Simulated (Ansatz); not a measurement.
# Resistivity from frozen vibrations: Au(111) with 4 thermally displaced layers, 2x2

How much do lattice vibrations at 500 K scatter the electrons of Au? Layers with random displacements are laid between perfect leads, and the resistance is followed against their length.

Method: Ansatz plane-wave DFT, PBE, PAW files; ballistic transport by layer matching (Landauer), zero bias; PAW set soft_1, in Ansatz 0.2.0.

## Step 1: Set-up

The cell holds 40 atoms: 40 Au. Cell: a = 5.768 Å, b = 5.768 Å, c = 23.605 Å, α = 93.5°, β = 86.5°, γ = 120.0°. It derives from Au. Regions: lead, 24 atoms (24 Au); scattering region, 16 atoms (16 Au). The structure is stacked along c, and the current runs across the ab planes.

## Step 2: With 4 displaced layers

Each atom of 4 layers is moved at random, by amounts drawn from a normal law 0.1167 Å wide in each direction from the Debye model (165 K) at 500 K. The layers about the cell's end stay perfect and serve as the lead. Disorder leaves little or no symmetry, which makes such runs dear. Energies from -0.05 to 0.05 eV in steps of 0.05 eV are too few for the program's thermal sum, so it prints no conductance; for a metal the transmission near the Fermi level serves, at a fraction of the cost.

input.yaml reads:

```yaml
crystal:
  lattice:
    - [5.7675164607, 0.0, 0.0]
    - [-2.8837582304, 4.9948157718, 0.0]
    - [1.4418791152, -0.8324692953, 23.5457873532]
  atoms:
    - { symbol: Au, position: [0.9916666667, 0.0083333333, 0.05] }
    - { symbol: Au, position: [0.9916666667, 0.5083333333, 0.05] }
    - { symbol: Au, position: [0.4916666667, 0.0083333333, 0.05] }
    - { symbol: Au, position: [0.4916666667, 0.5083333333, 0.05] }
    - { symbol: Au, position: [0.1416666667, 0.3583333333, 0.15] }
    - { symbol: Au, position: [0.1416666667, 0.8583333333, 0.15] }
    - { symbol: Au, position: [0.6416666667, 0.3583333333, 0.15] }
    - { symbol: Au, position: [0.6416666667, 0.8583333333, 0.15] }
    - { symbol: Au, position: [0.2916666667, 0.2083333333, 0.25] }
    - { symbol: Au, position: [0.2916666667, 0.7083333333, 0.25] }
    - { symbol: Au, position: [0.7916666667, 0.2083333333, 0.25] }
    - { symbol: Au, position: [0.7916666667, 0.7083333333, 0.25] }
    - { symbol: Au, position: [0.9572265103, 0.0911038132, 0.356068114] }
    - { symbol: Au, position: [0.9283001827, 0.5509382638, 0.3473869745] }
    - { symbol: Au, position: [0.4519192693, 0.0576406212, 0.3537005871] }
    - { symbol: Au, position: [0.422674302, 0.59484301, 0.3495222085] }
    - { symbol: Au, position: [0.1041471684, 0.4048305506, 0.4481216839] }
    - { symbol: Au, position: [0.1108303759, 0.9274239497, 0.4489965272] }
    - { symbol: Au, position: [0.5973027111, 0.4236302344, 0.4456877314] }
    - { symbol: Au, position: [0.5662010305, 0.9170050397, 0.4466775538] }
    - { symbol: Au, position: [0.1937024495, 0.2389336451, 0.5476831988] }
    - { symbol: Au, position: [0.2000715133, 0.7235046533, 0.5501815291] }
    - { symbol: Au, position: [0.7577071794, 0.2522741043, 0.5463157117] }
    - { symbol: Au, position: [0.7580779566, 0.7748378053, 0.5485135403] }
    - { symbol: Au, position: [0.9150338339, 0.1325204948, 0.6489745949] }
    - { symbol: Au, position: [0.8790668855, 0.6166577004, 0.6512265126] }
    - { symbol: Au, position: [0.399437441, 0.0777835005, 0.6467219126] }
    - { symbol: Au, position: [0.3543579114, 0.5679369881, 0.6506264441] }
    - { symbol: Au, position: [0.0416666667, 0.4583333333, 0.75] }
    - { symbol: Au, position: [0.0416666667, 0.9583333333, 0.75] }
    - { symbol: Au, position: [0.5416666667, 0.4583333333, 0.75] }
    - { symbol: Au, position: [0.5416666667, 0.9583333333, 0.75] }
    - { symbol: Au, position: [0.1916666667, 0.3083333333, 0.85] }
    - { symbol: Au, position: [0.1916666667, 0.8083333333, 0.85] }
    - { symbol: Au, position: [0.6916666667, 0.3083333333, 0.85] }
    - { symbol: Au, position: [0.6916666667, 0.8083333333, 0.85] }
    - { symbol: Au, position: [0.8416666667, 0.1583333333, 0.95] }
    - { symbol: Au, position: [0.8416666667, 0.6583333333, 0.95] }
    - { symbol: Au, position: [0.3416666667, 0.1583333333, 0.95] }
    - { symbol: Au, position: [0.3416666667, 0.6583333333, 0.95] }
kpoints:
  mp_grid: { grid: [5, 5, 1] }
hamiltonian:
  xc: pbe
  pseudopotentials: { kind: paw, azcp: { folder: soft_1 } }
scf:
  occupations: { method: fermi_dirac, width: 0.1 }
output:
  transmission:
    leads: [[0, 4]]
    kmesh: [10, 10]
    e_range: [-0.05, 0.05]
    de: 0.05
  write_potential: true
  write_density: true
  volumetric_format: npy
```

Run with:

```bash
ansatz run input.yaml --threads 4 --pin off --max-ram 15360MiB --backend cpu --events-out ev --progress --plain --runs-dir out
```

Numbers of over 12 decimals in the logs are rounded to 6 here.

What it wrote:

```text
Engine: ansatz 0.2.0, aarch64-unknown-linux-gnu
Pseudopotentials: kind: paw
Pseudopotential: Au, paw, valence charge 19, recommended cutoff 420 eV (normal), soft_1/Au.paw.azcp
Functional definition: PBE
  parameter kappa = 0.804
  parameter beta = 0.066725
  exchange = pbe_x(kappa = kappa, mu = beta*pi^2/3)
  correlation = pbe_c(beta = beta)
Crystal: 40 atoms, lattice volume = 678.300 Å³
Basis set: ecut = 420 eV, 13321 PW (Γ)
Bands: 456, of which v1, the nominal top of the filled ones, is band 380 counted from 1 (379 counted from 0)
Symmetry: 1 space group operations
Space group: P1 (ITA 1), of the structure as read, at distance tolerance 8.8e-5 Å
k-points: 13 of 25 (time reversal used)
Non-local potential: Au, projectors of the file, l = 0: 3, l = 1: 2, l = 2: 2, l = 3: 1
PAW form: soft (Blöchl's): semilocal exchange-correlation on the pseudo side does not see the compensation charge
PAW one-centre angular grid: Au, 590 points (default); XC on 64 Gauss nodes
Initial density: superposition of atomic densities (chi_scale 0.1, normalization cell)
Initial wavefunctions: pseudopotential atomic-orbital guess
Functional: x = pbe(κ = 0.804, μ = 0.219515), c = pbe(β = 0.066725)
SCF iter   1: F=—  HF=-526054.784665 eV  |F-HF|=—  |Δ(HF+E_count)|=         —  Δρ=6.74e-2  dr2=3.38e1  ethr=3.10e-3  ⟨swp⟩=4.0  Hψ=17617  notcnv=0  defer=134
preconditioner: auto → Kerker (q_TF=auto, 2.781 Å⁻¹)  [metal: Δε(μ)=0.027 eV  Ē_g=10.195 eV  σ=0.100 eV  W_gap=0.07  n_scr=260 (ndim 8)  ℏωp=29.9 eV  f_vac=0.000  D(μ)=18.33/eV (n_scr^D=110)]
SCF iter   2: F=—  HF=-526046.739311 eV  |F-HF|=—  |Δ(HF+E_count)|=    8.05e0  Δρ=3.10e-2  dr2=6.93e0  ethr=3.10e-3  ⟨swp⟩=3.0  Hψ=9879  notcnv=0  defer=713
SCF iter   3: F=—  HF=-526044.797049 eV  |F-HF|=—  |Δ(HF+E_count)|=    1.94e0  Δρ=7.40e-3  dr2=2.30e-1  ethr=9.12e-4  ⟨swp⟩=2.0  Hψ=8248  notcnv=0  defer=713
SCF iter   4: F=—  HF=-526044.857750 eV  |F-HF|=—  |Δ(HF+E_count)|=   6.07e-2  Δρ=1.31e-3  dr2=9.69e-3  ethr=3.03e-5  ⟨swp⟩=2.5  Hψ=11784  notcnv=0  defer=713
SCF iter   5: F=—  HF=-526044.861310 eV  |F-HF|=—  |Δ(HF+E_count)|=   3.56e-3  Δρ=3.11e-4  dr2=9.15e-4  ethr=1.27e-6  ⟨swp⟩=2.2  Hψ=8065  notcnv=0  defer=713
SCF iter   6: F=—  HF=-526044.861365 eV  |F-HF|=—  |Δ(HF+E_count)|=   5.45e-5  Δρ=1.02e-4  dr2=3.35e-4  ethr=1.20e-7  ⟨swp⟩=2.2  Hψ=7908  notcnv=0  defer=713
SCF iter   7: F=—  HF=-526044.861318 eV  |F-HF|=—  |Δ(HF+E_count)|=   4.70e-5  Δρ=4.41e-5  dr2=2.97e-5  ethr=4.41e-8  ⟨swp⟩=1.0  Hψ=5213  notcnv=0  defer=713
SCF iter   8: F=—  HF=-526044.861723 eV  |F-HF|=—  |Δ(HF+E_count)|=   4.05e-4  Δρ=9.31e-6  dr2=4.95e-6  ethr=3.91e-9  ⟨swp⟩=2.2  Hψ=7581  notcnv=0  defer=713
SCF iter   9: F=—  HF=-526044.861723 eV  |F-HF|=—  |Δ(HF+E_count)|=   5.59e-9  Δρ=3.07e-6  dr2=3.47e-7  ethr=6.51e-10  ⟨swp⟩=1.0  Hψ=5213  notcnv=0  defer=713
SCF iter  10: F=-526044.861723 eV  HF=-526044.861723 eV  |F-HF|=6.52e-8  |Δ(HF+E_count)|=   1.27e-8  Δρ=1.54e-6  dr2=7.23e-8  ethr=1.32e-11  ⟨swp⟩=8.4  Hψ=22059  notcnv=0
SCF 1 converged in 10 iterations: F = -526044.861723 eV  dr2 = 7.23e-8
  greatest PAW one-centre occupation: 1.000 electrons in one spin orbital (limit 2), on the Au atom at site 8 (counted from 0), in its partial waves of l = 0
transmission: 162 of 1560 steps passed
transmission: 315 of 1560 steps passed
[...]
transmission: 1560 of 1560 steps passed
SCF converged after 10 iterations
Free energy (F): -526044.861723 eV
Harris-Foulkes:  -526044.861723 eV  (|F-HF|=6.52e-8)
Internal energy: -526044.385239 eV  (E = F + TS)
E sigma→0 (E₀):  -526044.623481 eV
Entropy (-TS):   -0.476484 eV (-11.912 meV/atom)
Fermi energy:    20.735777 eV
--- Per-component energies (eV) ---
  E_band       = -8248.194287
  E_kinetic    = 23150.246705
  E_local      = -68362.313899  (includes V_loc(G=0)·N_el)
  E_nonlocal   = 3921.975584
  E_hartree    = 29683.906822
  E_xc         = -8626.855755
  E_vxc        = -10479.596016  (∫ρ·V_xc dr)
  E_paw        = -389265.780816  (= ΣΔE_a)
  E_vpaw       = -15846.384285  (= ΣTr[D̂ρ^β])
  E_aug_tail   = 0.066830  (compensation charges beyond the density's cutoff)
  E_ewald      = -116545.630710
  E_smearing   = -0.476484  (= −TS)
  E_closure    = 0.000000  (closes the sum)
  Σ components = -526044.861723   (vs F -526044.861723, Δ=0.00e0)
--- Band table (eV; the first three rows and the last of 13) ---
  k-point 0: bands = [... 376 lower, 20.7995, 21.2015, 21.2228, 21.2688, 21.3138, 21.5095, 21.5503, 21.6544, ... 72 higher]
  k-point 1: bands = [... 376 lower, 20.3563, 20.4437, 20.5180, 20.6629, 20.7714, 20.8612, 20.9758, 21.0573, ... 72 higher]
  k-point 2: bands = [... 376 lower, 20.5125, 20.5345, 20.5554, 20.6190, 20.6746, 20.8150, 20.9142, 21.0679, ... 72 higher]
  k-point 12: bands = [... 376 lower, 19.5302, 20.2219, 20.3663, 20.6941, 20.7678, 20.8283, 21.2604, 22.2381, ... 72 higher]
--- Transmission ---
  basis      : 253 plane waves across, 30 finite elements along
  points     : 52, standing for a mesh of 10 x 10
  energies   : 3 from -0.050000 to 0.050000 eV about the Fermi level, 0.050000 eV apart; the leads are filled to 0.000000 eV, and channels, transmission and decay are at 0.000000 eV
  crystal 0  : Au4, at the sites [0, 4], period 2.3546 Å, over 14.13 Å; its Hamiltonian steps by up to 6.4 meV
    offset         : up to 0.0000 Å between an atom of the period and one for which it stands
    channels       : 3.210000e0 a spin
    conductance    : none, the energies end too early or step too widely for 300 K: set another output.transmission.e_range or a lower de, or, where they end at an eighth of basis.ecutwfc, a higher one
  junction   : crystal 0 to crystal 0, 0.70 to 21.89 Å
    transmission   : 3.082797e0 a spin
    conductance    : none, the energies end too early or step too widely for 300 K: set another output.transmission.e_range or a lower de, or, where they end at an eighth of basis.ecutwfc, a higher one
```

It took 13 min on 4 threads of Arm Neoverse V1, shared host; peak memory 6.5 GiB; 47 min of CPU time.

In the SCF lines HF is the Harris–Foulkes energy and dr2 the Hartree energy of the density residual, in eV; the loop may stop once dr2 is under the threshold and the program's other checks hold. Hψ counts applications of the Hamiltonian.

Numbers from this step:

- free energy: -526044.8617 eV
- energy at zero smearing: -526044.6235 eV
- Fermi energy: 20.74 eV
- cell area: 28.81 Å²
- transmission per spin nearest the Fermi level: 3.083
- open channels per spin nearest the Fermi level: 3.21
- step of the lead's potential: 6.4 meV

Per spin. Transmission, zone mean against energy, zero at the Fermi level:

```
energy (eV)  transmission, zone mean
    -0.0500                     3.08
     0.0000                     3.08
     0.0500                     3.09
```

Per spin. The open channels, zone mean, lead stays at 3.21 for energy from -0.05 to 0.05 eV.

Transmission over k1 and k2. At 0.0000 eV from the Fermi level.

Values, 10 rows by 10 columns:
```
2.98 3.71 2.97 2.98 2.96 3.48 2.97 2.98 2.98 2.98
2.98 2.98 3.66 2.97 2.96 3.45 2.97 2.98 2.98 2.98
2.97 2.97 2.97 3.56 2.95 3.49 2.98 2.98 2.97 2.97
2.96 2.97 2.97 2.93 2.72 2.58 2.95 2.98 2.97 2.96
3.68 3.69 3.70 3.56 2.74 2.83 2.74 3.56 3.70 3.69
2.96 2.96 2.97 2.98 2.95 2.58 2.72 2.93 2.97 2.97
2.97 2.97 2.97 2.98 2.98 3.49 2.95 3.56 2.97 2.97
2.98 2.98 2.98 2.98 2.97 3.45 2.96 2.97 3.66 2.98
2.98 2.98 2.98 2.98 2.97 3.48 2.96 2.98 2.97 3.71
3.71 2.98 2.99 2.98 2.96 3.48 2.96 2.98 2.99 2.98
```
Columns: k1 (b1) from -0.5 to 0.4; rows upwards: k2 (b2) from -0.5 to 0.4.

Open channels over k1 and k2. At 0.0000 eV from the Fermi level.

Values, 10 rows by 10 columns:
```
3.00 4.00 3.00 3.00 3.00 4.00 3.00 3.00 3.00 3.00
3.00 3.00 4.00 3.00 3.00 4.00 3.00 3.00 3.00 3.00
3.00 3.00 3.00 4.00 3.00 4.00 3.00 3.00 3.00 3.00
3.00 3.00 3.00 3.00 3.00 3.00 3.00 3.00 3.00 3.00
4.00 4.00 4.00 4.00 3.00 3.00 3.00 4.00 4.00 4.00
3.00 3.00 3.00 3.00 3.00 3.00 3.00 3.00 3.00 3.00
3.00 3.00 3.00 3.00 3.00 4.00 3.00 4.00 3.00 3.00
3.00 3.00 3.00 3.00 3.00 4.00 3.00 3.00 4.00 3.00
3.00 3.00 3.00 3.00 3.00 4.00 3.00 3.00 3.00 4.00
4.00 3.00 3.00 3.00 3.00 4.00 3.00 3.00 3.00 3.00
```
Columns: k1 (b1) from -0.5 to 0.4; rows upwards: k2 (b2) from -0.5 to 0.4.

Over the solved energies the transmission per spin lies between 3.08 and 3.09, out of 3.21 channels of the lead on average (up to 3.21).

## Step 3: With 8 displaced layers

Each atom of 8 layers is moved at random, by amounts drawn from a normal law 0.1167 Å wide in each direction from the Debye model (165 K) at 500 K. A fresh draw is used; the growth of the resistance with length is what counts.

System of this step: Au(111) with 8 thermally displaced layers, 2x2. The cell holds 56 atoms: 56 Au. Cell: a = 5.768 Å, b = 5.768 Å, c = 33.006 Å, α = 87.5°, β = 92.5°, γ = 120.0°. It derives from Au. Regions: lead, 24 atoms (24 Au); scattering region, 32 atoms (32 Au). The structure is stacked along c, and the current runs across the ab planes.

input.yaml reads:

```yaml
crystal:
  lattice:
    - [5.7675164607, 0.0, 0.0]
    - [-2.8837582304, 4.9948157718, 0.0]
    - [-1.4418791152, 0.8324692953, 32.9641022945]
  atoms:
    - { symbol: Au, position: [0.005952381, 0.994047619, 0.0357142857] }
    - { symbol: Au, position: [0.005952381, 0.494047619, 0.0357142857] }
    - { symbol: Au, position: [0.505952381, 0.994047619, 0.0357142857] }
    - { symbol: Au, position: [0.505952381, 0.494047619, 0.0357142857] }
    - { symbol: Au, position: [0.1845238095, 0.3154761905, 0.1071428571] }
    - { symbol: Au, position: [0.1845238095, 0.8154761905, 0.1071428571] }
    - { symbol: Au, position: [0.6845238095, 0.3154761905, 0.1071428571] }
    - { symbol: Au, position: [0.6845238095, 0.8154761905, 0.1071428571] }
    - { symbol: Au, position: [0.3630952381, 0.1369047619, 0.1785714286] }
    - { symbol: Au, position: [0.3630952381, 0.6369047619, 0.1785714286] }
    - { symbol: Au, position: [0.8630952381, 0.1369047619, 0.1785714286] }
    - { symbol: Au, position: [0.8630952381, 0.6369047619, 0.1785714286] }
    - { symbol: Au, position: [0.0445322856, 0.9402603681, 0.2549038947] }
    - { symbol: Au, position: [0.065855738, 0.4727497925, 0.2514216674] }
    - { symbol: Au, position: [0.5458042541, 0.926860643, 0.2521727368] }
    - { symbol: Au, position: [0.5334200132, 0.4168406813, 0.251228162] }
    - { symbol: Au, position: [0.2240406047, 0.2982746237, 0.3198747019] }
    - { symbol: Au, position: [0.2233562005, 0.7882866205, 0.3183274246] }
    - { symbol: Au, position: [0.7314108673, 0.2770198299, 0.3231714993] }
    - { symbol: Au, position: [0.7227246401, 0.8047749434, 0.3235704204] }
    - { symbol: Au, position: [0.403331789, 0.1152078099, 0.3973154979] }
    - { symbol: Au, position: [0.4171846037, 0.5639161165, 0.3959826035] }
    - { symbol: Au, position: [0.9065267576, 0.0995919796, 0.3892944905] }
    - { symbol: Au, position: [0.9098386629, 0.5713861124, 0.3948635995] }
    - { symbol: Au, position: [0.0848545241, 0.8854345936, 0.4632150841] }
    - { symbol: Au, position: [0.0546422349, 0.4274260852, 0.4696451859] }
    - { symbol: Au, position: [0.5972077941, 0.8814274071, 0.4622509326] }
    - { symbol: Au, position: [0.6103047325, 0.4592594302, 0.465776406] }
    - { symbol: Au, position: [0.2443198299, 0.2509974141, 0.5356554693] }
    - { symbol: Au, position: [0.2434822638, 0.7266644225, 0.537084823] }
    - { symbol: Au, position: [0.760963338, 0.242006584, 0.5349297178] }
    - { symbol: Au, position: [0.7249957119, 0.731980574, 0.5399839892] }
    - { symbol: Au, position: [0.4146431744, 0.0310625919, 0.6118655366] }
    - { symbol: Au, position: [0.4699055036, 0.6146771382, 0.6073640918] }
    - { symbol: Au, position: [0.9090659843, 0.0308832227, 0.6118280068] }
    - { symbol: Au, position: [0.9765296287, 0.5466835933, 0.6048527721] }
    - { symbol: Au, position: [0.115297986, 0.8676702735, 0.677613905] }
    - { symbol: Au, position: [0.1089064462, 0.3907425034, 0.6824460619] }
    - { symbol: Au, position: [0.624025264, 0.908615079, 0.6770854146] }
    - { symbol: Au, position: [0.5938996421, 0.3378182497, 0.6734399685] }
    - { symbol: Au, position: [0.3012160644, 0.1942073696, 0.7520523564] }
    - { symbol: Au, position: [0.3185577652, 0.7387384483, 0.7528732217] }
    - { symbol: Au, position: [0.8105217851, 0.2061369462, 0.7475287236] }
    - { symbol: Au, position: [0.7705031504, 0.697600692, 0.7460014617] }
    - { symbol: Au, position: [0.4702380952, 0.0297619048, 0.8214285714] }
    - { symbol: Au, position: [0.4702380952, 0.5297619048, 0.8214285714] }
    - { symbol: Au, position: [0.9702380952, 0.0297619048, 0.8214285714] }
    - { symbol: Au, position: [0.9702380952, 0.5297619048, 0.8214285714] }
    - { symbol: Au, position: [0.1488095238, 0.8511904762, 0.8928571429] }
    - { symbol: Au, position: [0.1488095238, 0.3511904762, 0.8928571429] }
    - { symbol: Au, position: [0.6488095238, 0.8511904762, 0.8928571429] }
    - { symbol: Au, position: [0.6488095238, 0.3511904762, 0.8928571429] }
    - { symbol: Au, position: [0.3273809524, 0.1726190476, 0.9642857143] }
    - { symbol: Au, position: [0.3273809524, 0.6726190476, 0.9642857143] }
    - { symbol: Au, position: [0.8273809524, 0.1726190476, 0.9642857143] }
    - { symbol: Au, position: [0.8273809524, 0.6726190476, 0.9642857143] }
kpoints:
  mp_grid: { grid: [5, 5, 1] }
hamiltonian:
  xc: pbe
  pseudopotentials: { kind: paw, azcp: { folder: soft_1 } }
scf:
  occupations: { method: fermi_dirac, width: 0.1 }
output:
  transmission:
    leads: [[0, 4]]
    kmesh: [10, 10]
    e_range: [-0.05, 0.05]
    de: 0.05
  write_potential: true
  write_density: true
  volumetric_format: npy
```

What it wrote:

```text
[...]
Crystal: 56 atoms, lattice volume = 949.619 Å³
Basis set: ecut = 420 eV, 18659 PW (Γ)
Bands: 639, of which v1, the nominal top of the filled ones, is band 532 counted from 1 (531 counted from 0)
Symmetry: 1 space group operations
[...]
k-points: 13 of 25 (time reversal used)
[...]
SCF iter   1: F=—  HF=-736474.276568 eV  |F-HF|=—  |Δ(HF+E_count)|=         —  Δρ=6.73e-2  dr2=4.71e1  ethr=3.10e-3  ⟨swp⟩=4.0  Hψ=24669  notcnv=0  defer=239
[...]
SCF iter  11: F=-736460.433420 eV  HF=-736460.433420 eV  |F-HF|=2.43e-8  |Δ(HF+E_count)|=   2.68e-9  Δρ=7.78e-7  dr2=2.88e-8  ethr=9.40e-12  ⟨swp⟩=8.4  Hψ=30851  notcnv=0
SCF 1 converged in 11 iterations: F = -736460.433420 eV  dr2 = 2.88e-8
[...]
transmission: 230 of 2288 steps passed
transmission: 458 of 2288 steps passed
[...]
transmission: 2288 of 2288 steps passed
SCF converged after 11 iterations
Free energy (F): -736460.433420 eV
[...]
Internal energy: -736459.766660 eV  (E = F + TS)
E sigma→0 (E₀):  -736460.100040 eV
Entropy (-TS):   -0.666760 eV (-11.906 meV/atom)
Fermi energy:    20.730758 eV
[...]
--- Band table (eV; the first three rows and the last of 13) ---
  k-point 0: bands = [... 528 lower, 20.9031, 21.1199, 21.2201, 21.3517, 21.3615, 21.4243, 21.4975, 21.5454, ... 103 higher]
  k-point 1: bands = [... 528 lower, 20.4343, 20.4900, 20.6106, 20.6845, 20.7693, 20.7867, 20.8298, 20.9183, ... 103 higher]
  k-point 2: bands = [... 528 lower, 20.5105, 20.5373, 20.5789, 20.6557, 20.7386, 20.7792, 20.8715, 20.9969, ... 103 higher]
  k-point 12: bands = [... 528 lower, 19.9060, 19.9578, 20.1697, 20.7970, 20.9649, 21.1465, 21.1849, 21.3127, ... 103 higher]
--- Transmission ---
  basis      : 253 plane waves across, 44 finite elements along
  points     : 52, standing for a mesh of 10 x 10
[...]
channels       : 3.210000e0 a spin
[...]
junction   : crystal 0 to crystal 0, 0.70 to 31.31 Å
    transmission   : 2.929781e0 a spin
[...]
```

Run time: 24 min. Hardware: 4 threads; peak memory 8.1 GiB; 1.5 h of CPU time.

Numbers from this step:

```
free energy                                   : -736460.4334 eV
energy at zero smearing                       : -736460.1000 eV
Fermi energy                                  : 20.73 eV
transmission per spin nearest the Fermi level : 2.930
step of the lead's potential                  : 6 meV
```

Per spin. Transmission, zone mean against energy, zero at the Fermi level:

```
energy (eV)  transmission, zone mean
    -0.0500                     2.90
     0.0000                     2.93
     0.0500                     2.94
```

Over the solved energies the transmission per spin lies between 2.90 and 2.94, out of 3.21 channels of the lead on average (up to 3.21).

(Part 1 of 2 ends here.)

[Logs are printed without paths, hosts, clocks, repeated set-up lines and the standing remarks that a program may print on its own settings, such as how far it seeks lower states.]

[Hosts, paths, dates, database ids (printed as entryN), source tags and the programs' standing remarks are cut or masked in the printed files.]
